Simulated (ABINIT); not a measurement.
# Cl (Cmce): G0W0 with ABINIT, start to end, part 3 of 3

Aim: the G0W0 gap of Cl (Cmce) on PBE, step by step.

ABINIT 10.8.3; PBE and many-body steps on it, plane waves. Known limits of the many-body steps: not at the basis limit; coarse k mesh.

So far. Step 4 (Empty states on the mesh, 4×4×2 mesh, 183 bands): On this mesh the gap is 2.469 eV. Step 5 (Screening, 4×4×2 mesh, 175 bands, screening to 119.7 eV): Local fields lower ε∞ by 19 %. On a Γ-centred mesh this coarse the value itself is usually too large, while a short band sum pulls it down.

## 6. Self-energy, 4×4×2 mesh, 175 bands, screening to 119.7 eV

The self-energy is evaluated for the states that the input lists, and the levels follow from it, in one-shot runs by the linearised quasiparticle equation.

This step: G0W0 on PBE, plane waves, norm-conserving pseudopotentials.

The input, run.abi:

```
acell 3*1.0 Angstrom
rprim 
  3.145000000000 -2.250000000000 0.000000000000
  3.145000000000 2.250000000000 0.000000000000
  0.000000000000 0.000000000000 8.210000000000
ntypat 1
znucl 17
natom 4
typat 1 1 1 1
xred 
  0.870000000000 0.130000000000 0.100000000000
  0.630000000000 0.370000000000 0.600000000000
  0.130000000000 0.870000000000 0.900000000000
  0.370000000000 0.630000000000 0.400000000000
pp_dirpath "pseudos"
pseudos "Cl.upf"
ecut 25
ngkpt 4 4 2
nshiftk 1
shiftk 0 0 0
kptopt 1
chksymbreak 0
istwfk *1
occopt 1
irdwfk 1
optdriver 4
nband 175
gwcalctyp 0
ecutsigx 25
symsigma 1
nkptgw 2
kptgw 
  0.5000000000 0.5000000000 0.0000000000
  0.0000000000 0.0000000000 0.0000000000
bdgw 
  13 16
  13 16
ecuteps 4.4
irdscr 1
ppmodel 1
indata_prefix "in"
outdata_prefix "out"
tmpdata_prefix "tmp"
```

Launch:

```bash
$ OMP_NUM_THREADS=1 mpirun -n 8 abinit run.abi > log
```

Numbers of over 12 decimals in the logs are rounded to 6 here.

The program printed:

```text
.Version 10.8.3 of ABINIT. v10.8.2 released Aug 2026.

 Symmetries : space group Cm c a (# 64); Bravais oC (1-face-center ortho.)
[... echo of the input left out ...]
== DATASET  1 ==================================================================
-   mpi_nproc: 8, omp_nthreads: 1 (-1 if OMP is not activated)

--- !DatasetInfo
iteration_state: {dtset: 1, }
dimensions: {natom: 4, nkpt: 14, mband: 175, nsppol: 1, nspinor: 1, nspden: 1, mpw: 4726, }
cutoff_energies: {ecut:  25.0, pawecutdg:  -1.0, }
electrons: {nelect:   2.80000000E+01, charge:   0.00000000E+00, occopt:   1.00000000E+00, tsmear:   1.00000000E-02, }

 SIGMA: Calculation of the GW corrections

 Based on a program developped by R.W. Godby, V. Olevano, G. Onida, and L. Reining.
 Incorporated in ABINIT by V. Olevano, G.-M. Rignanese, and M. Torrent.
.Using double precision arithmetic ; gwpc =  8

[... cell and pseudopotentials left out ...]
--------------------------------------------------------------------------------

 ==== K-mesh for the wavefunctions ====
 Number of points in the irreducible wedge :    14
[... list of points left out ...]
 Together with  8 symmetry operations and time-reversal symmetry
 yields    32 points in the full Brillouin Zone.

 ==== Q-mesh for screening function ====
 Number of points in the irreducible wedge :    14
[... list of points left out ...]
 Together with  8 symmetry operations and time-reversal symmetry
 yields    32 points in the full Brillouin Zone.

 vcoul_init : cutoff-mode = AUXILIARY_FUNCTION
 q-points for optical limit:   1
     1)      0.000010    0.000020    0.000030
 setmesh: FFT mesh size selected  =    36x   36x   72
          total number of points  =        93312

 Number of electrons calculated from density =   28.0000; Expected =   28.0000
 average of density, n =  0.035710
 r_s =    1.8838
 omega_plasma =   18.2284 [eV]

 === KS Band Gaps ===
  >>>> For spin  1
   Minimum direct gap =   2.5251 [eV], located at k-point      :   0.0000  0.0000  0.0000
   Fundamental gap    =   2.4691 [eV], Top of valence bands at :   0.5000  0.5000  0.0000
                                       Bottom of conduction at :   0.0000  0.0000  0.0000
 SIGMA fundamental parameters:
 PLASMON POLE MODEL  1
 number of plane-waves for SigmaX                 4675
 number of plane-waves for SigmaC and W            335
 number of plane-waves for wavefunctions          4675
 number of bands                                   175
 number of independent spin polarizations            1
 number of spinorial components                      1
 number of k-points in IBZ                          14
 number of q-points in IBZ                          14
 number of symmetry operations                       8
 number of k-points in BZ                           32
 number of q-points in BZ                           32
 number of frequencies for dSigma/dE                 9
 frequency step for dSigma/dE [eV]                0.25
 number of omega for Sigma on real axis              0
 max omega for Sigma on real axis  [eV]           0.00
 zcut for avoiding poles [eV]                     0.10

 EPSILON^-1 parameters (SCR file):
 dimension of the eps^-1 matrix on file            335
 dimension of the eps^-1 matrix used               335
 number of plane-waves for wavefunctions          4675
 number of bands                                   175
 number of q-points in IBZ                          14
 number of frequencies                               2
 number of real frequencies                          1
 number of imag frequencies                          1

 matrix elements of self-energy operator (all in [eV])

 Perturbative Calculation

--- !SelfEnergy_ee
iteration_state: {dtset: 1, }
kpoint     : [   0.500,    0.500,    0.000, ]
spin       : 1
KS_gap     :    2.546
QP_gap     :    5.730
Delta_QP_KS:    3.184
data: !SigmaeeData |
     Band     E0 <VxcDFT>   SigX SigC(E0)      Z dSigC/dE  Sig(E)    E-E0       E
       13  -1.186 -14.321 -18.741   2.496   0.788  -0.269 -15.837  -1.517  -2.703
       14  -0.824 -14.674 -19.122   2.482   0.792  -0.263 -16.231  -1.557  -2.381
       15   1.722 -14.106  -8.998  -3.056   0.793  -0.261 -12.479   1.627   3.349
       16   1.912 -14.243  -9.064  -3.076   0.791  -0.264 -12.579   1.664   3.576

--- !SelfEnergy_ee
iteration_state: {dtset: 1, }
kpoint     : [   0.000,    0.000,    0.000, ]
spin       : 1
KS_gap     :    2.525
QP_gap     :    5.647
Delta_QP_KS:    3.121
data: !SigmaeeData |
     Band     E0 <VxcDFT>   SigX SigC(E0)      Z dSigC/dE  Sig(E)    E-E0       E
       13  -0.970 -14.511 -19.022   2.512   0.791  -0.264 -16.093  -1.582  -2.552
       14  -0.880 -14.708 -19.184   2.514   0.791  -0.265 -16.260  -1.552  -2.432
       15   1.645 -13.980  -8.981  -3.024   0.795  -0.258 -12.410   1.570   3.215
       16   2.208 -14.626  -9.222  -3.210   0.787  -0.270 -12.899   1.728   3.935

== END DATASET(S) ==============================================================
================================================================================

 -outvars: echo values of variables after computation  --------
           etotal      0.0000000000E+00
            nband         175
             nkpt          14
          spgroup          64
 [... the other variables as echoed above ...]

 Calculation completed.
```

The job ended after 13 s (8 MPI ranks of Arm Neoverse V2, shared host; peak memory 2.6 GiB; 1.7 min of CPU time).

This step gave:

```yaml
g0w0_gap_on_the_points_computed: 5.596 eV
starting_gap_on_the_mesh: 2.469 eV
k_of_the_valence_top: 0.5, 0.5, 0
k_of_the_conduction_bottom: 0, 0, 0
z_at_the_valence_top: 0.792
z_at_the_conduction_bottom: 0.795
least_direct_g0w0_gap_on_the_computed_points: 5.647 eV
```

The gap on the mesh goes from 2.47 eV to 5.60 eV, a correction of +3.13 eV.

Limits: finite bands, cutoff and mesh; coarse k mesh. v1 is the top filled band, c1 the lowest empty one. The levels before and after the correction (eV, zero at the valence-band top of each column):

```
           conduction bottom  valence top
Kohn-Sham               2.47         0.00
     G0W0               5.60         0.00
```

```
                    level  energy (eV)
Kohn-Sham  (0.5 0.5 0) v2       -0.362
Kohn-Sham  (0.5 0.5 0) v1        0.000
Kohn-Sham  (0.5 0.5 0) c1        2.546
Kohn-Sham  (0.5 0.5 0) c2        2.736
Kohn-Sham            Γ v2       -0.146
Kohn-Sham            Γ v1       -0.056
Kohn-Sham            Γ c1        2.469
Kohn-Sham            Γ c2        3.031
     G0W0  (0.5 0.5 0) v2       -0.322
     G0W0  (0.5 0.5 0) v1        0.000
     G0W0  (0.5 0.5 0) c1        5.730
     G0W0  (0.5 0.5 0) c2        5.957
     G0W0            Γ v2       -0.171
     G0W0            Γ v1       -0.051
     G0W0            Γ c1        5.596
     G0W0            Γ c2        6.316
```

## 7. Where the time went

Times are wall times on 8 MPI ranks of Arm Neoverse V2, shared host, good to a factor of about two.

```
                          step     time  share  memory (GiB)
                  ground state     15 s    6 %          0.65
bands along the symmetry lines     17 s    7 %          0.63
      empty states on the mesh  2.1 min   53 %           9.8
                     screening     68 s   29 %           2.6
                   self-energy     13 s    5 %           2.6
```

## 8. Summary of results

```
PBE gap              : 2.46 eV, indirect
G0W0 gap on the mesh : 5.60 eV
GW settings          : 4×4×2 mesh, 175 bands, screening to 119.7 eV, Godby-Needs plasmon pole
known limits         : not at the basis limit; coarse k mesh
```

**Reading.** G0W0 moves the gap on the mesh from 2.47 eV to 5.60 eV (+3.13 eV), with Z of 0.79 and 0.80 at the edges. Local fields lower the RPA ε∞ on this mesh from 3.46 to 2.82; a Γ-centred mesh this coarse tends to raise both, most where the direct gap is narrow, while a short band sum lowers them. Only 2 of the mesh's irreducible points were corrected, so a valley elsewhere could overtake. The dearest step here is «empty states on the mesh». Bands and cutoff are finite, so the gap is not at the basis limit. The miss can reach some tenths of an eV and take either sign; the mesh is an error of its own. In the G0W0 run levels were corrected at 2 k points alone, so a gap called «on the mesh» is the least over those, and an edge elsewhere would be missed. The 4×4×2 mesh is coarse for this cell, which bears on the long-range parts of exchange and screening.

[Paths, hosts, dates, memory and timing lines, banners, echoed tables and standing remarks are left out of the program output.]

[Logs are printed without paths, hosts, clocks, repeated set-up lines and the standing remarks that a program may print on its own settings, such as how far it seeks lower states.]

[Runs of the session that timed out or met a known fault of the program may be left out.]

[Hosts, paths, dates, database ids (printed as entryN), source tags and the programs' standing remarks are cut or masked in the printed files.]

[G0W0 gaps are taken among the corrected bands and points alone; a level outside them can change the order at an edge.]

[Where Ansatz stands beside ABINIT at settings called matched, ABINIT's density can come from a denser mesh and the files from another edition; pairs whose starting gaps differed by over 0.03 eV were left out, so agreement reads better than it is.]
